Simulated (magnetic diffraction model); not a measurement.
# Solving a magnetic structure from powder neutron data: TbTi2Ni3

Space group P6/mmm (no. 191), a = 8.8400 Å, c = 3.8200 Å.

| site | atom | x | y | z |
| --- | --- | --- | --- | --- |
| 2d | Tb | 2/3 | 1/3 | 1/2 |
| 1a | Tb | 0 | 0 | 0 |
| 3f | Ni | 1/2 | 1/2 | 0 |
| 6l | Ni | 0.8181 | 0.1819 | 0 |
| 6k | Ti | 0.3202 | 0.3202 | 1/2 |

The compound is invented for this exercise: a known structure type with other elements, its cell scaled to their sizes and not relaxed.

Only Tb is taken to order (form factors of Tb3+); orders and moment sizes are assumed, and not adapted to the symmetry. Radiation: neutrons of λ = 1.8 Å, 5° to 70°; isotropic B of 0.3 Å² (Tb), 0.27 Å² (Ni) and 0.34 Å² (Ti). The intensities are simulated: I ∝ L Σ (|F_N|² + |F_M⊥|²) for unpolarised neutrons, with F_M = 2.695 fm/μB × Σ f(s) S exp(2πi Q·r) exp(−B s²) at Q = H ± k (one set where k and −k are equivalent), only the part normal to Q counting and L = 1/(sin²θ cos θ). For collinear order S is the moment m, which repeats by lattice and centring translations R with the sign exp(−2πi k·R). Form factors are spin-only for 3d ions and dipole or tabulated for f ions, scattering lengths are Sears's of 1992, and absorption is left out. A label names one of the reflections at its angle. The strongest nuclear line in the range is 100, and lines under 0.2 are left out.

Above the ordering temperature:

```
2θ (°)    index      I
 13.50  (1 0 0)    4.8
 23.50  (1 1 0)    0.3
 27.25  (0 0 1)   76.5
 30.53  (1 0 1)    2.7
 36.24  (2 1 0)    4.2
 36.29  (1 1 1)   52.1
 38.88  (2 0 1)    4.0
 41.30  (3 0 0)    8.8
 45.93  (2 1 1)   22.3
 48.06  (2 2 0)  100.0
 50.16  (3 1 0)    1.9
 50.19  (3 0 1)    5.2
 56.13  (2 2 1)   51.9
 56.23  (0 0 2)   16.2
 58.02  (3 1 1)    1.2
 58.11  (1 0 2)    0.6
 61.65  (3 2 0)    4.3
 63.47  (4 0 1)    5.3
 65.19  (4 1 0)    0.3
 68.67  (3 2 1)    2.7
 68.75  (2 1 2)    2.9
```

Below it (cell unchanged):

```tsv
2θ (°)	I
11.69	48.5
13.50	4.8
20.31	7.1
23.50	0.3
27.25	76.5
28.11	6.8
29.74	1.5
30.53	2.7
31.25	9.0
32.80	8.8
34.23	0.9
35.57	4.3
36.24	4.2
36.29	52.1
36.95	7.1
38.88	4.0
40.74	4.3
41.30	8.8
41.94	1.1
43.07	2.7
44.26	1.6
45.38	0.5
45.93	22.3
47.56	3.6
48.06	100.0
50.16	1.9
50.19	5.2
50.70	2.4
51.72	0.5
52.69	2.9
53.71	2.3
55.62	1.9
56.13	51.9
56.23	16.2
56.61	3.0
57.64	2.6
```
(The table stops after 36 lines; 19 more lie at higher angle.)

**Question.** Check that the new lines index with k = (1/2 0 0), then choose among these models:
A. collinear moments along [101], 5.2 μB on Tb; signs + at (2/3, 1/3, 1/2), + at (1/3, 2/3, 1/2), + at (0, 0, 0)
B. collinear moments along [120], 5.2 μB on Tb; signs + at (2/3, 1/3, 1/2), + at (1/3, 2/3, 1/2), + at (0, 0, 0)
C. collinear moments along [120], 5.2 μB on Tb; signs + at (2/3, 1/3, 1/2), − at (1/3, 2/3, 1/2), + at (0, 0, 0)
D. collinear moments along [101], 5.2 μB on Tb; signs + at (2/3, 1/3, 1/2), − at (1/3, 2/3, 1/2), + at (0, 0, 0)

The new lines index as (1/2 -1 0) at 11.69°, (3/2 0 0) at 20.31°, (1/2 0 1) at 28.11° and (1/2 -1 1) at 29.74°, that is as H ± k with k = (1/2 0 0), one of 3 inequivalent arms of its star (k and −k counted as one), which a powder can't tell apart. Half indices mean that the moments reverse under translations with k·R a half-integer, and the magnetic cell has twice the primitive volume.

Magnetic intensity, observed (below minus above) and for each model:

| 2θ (°) | index | observed | A | B | C | D |
| --- | --- | --- | --- | --- | --- | --- |
| 6.74 | (1/2 0 0) | <0.2 | 30.8 | 62.7 | <0.2 | <0.2 |
| 11.69 | (1/2 -1 0) | 48.5 | 5.4 | 1.7 | 15.4 | 48.5 |
| 17.89 | (1/2 1 0) | <0.2 | 12.3 | 12.1 | <0.2 | <0.2 |
| 20.31 | (3/2 0 0) | 7.1 | 0.8 | 1.6 | 14.5 | 7.1 |
| 24.47 | (3/2 -2 0) | <0.2 | 8.7 | 3.3 | <0.2 | <0.2 |
| 29.69 | (3/2 1 0) | <0.2 | 3.2 | 5.0 | <0.2 | <0.2 |
| 31.25 | (1/2 2 0) | 9.0 | 1.0 | 0.8 | 6.9 | 9.0 |
| 43.07 | (5/2 1 0) | 2.7 | 0.3 | 0.5 | 4.8 | 2.7 |

Model D matches.

The absence at (1/2 0 0) is telling: the sublattices cancel there.

The structure used: k = (1/2 0 0), collinear moments along [101], 5.2 μB on Tb; signs + at (2/3, 1/3, 1/2), − at (1/3, 2/3, 1/2), + at (0, 0, 0).

[Logs are printed without paths, hosts, clocks, repeated set-up lines and the standing remarks that a program may print on its own settings, such as how far it seeks lower states.]
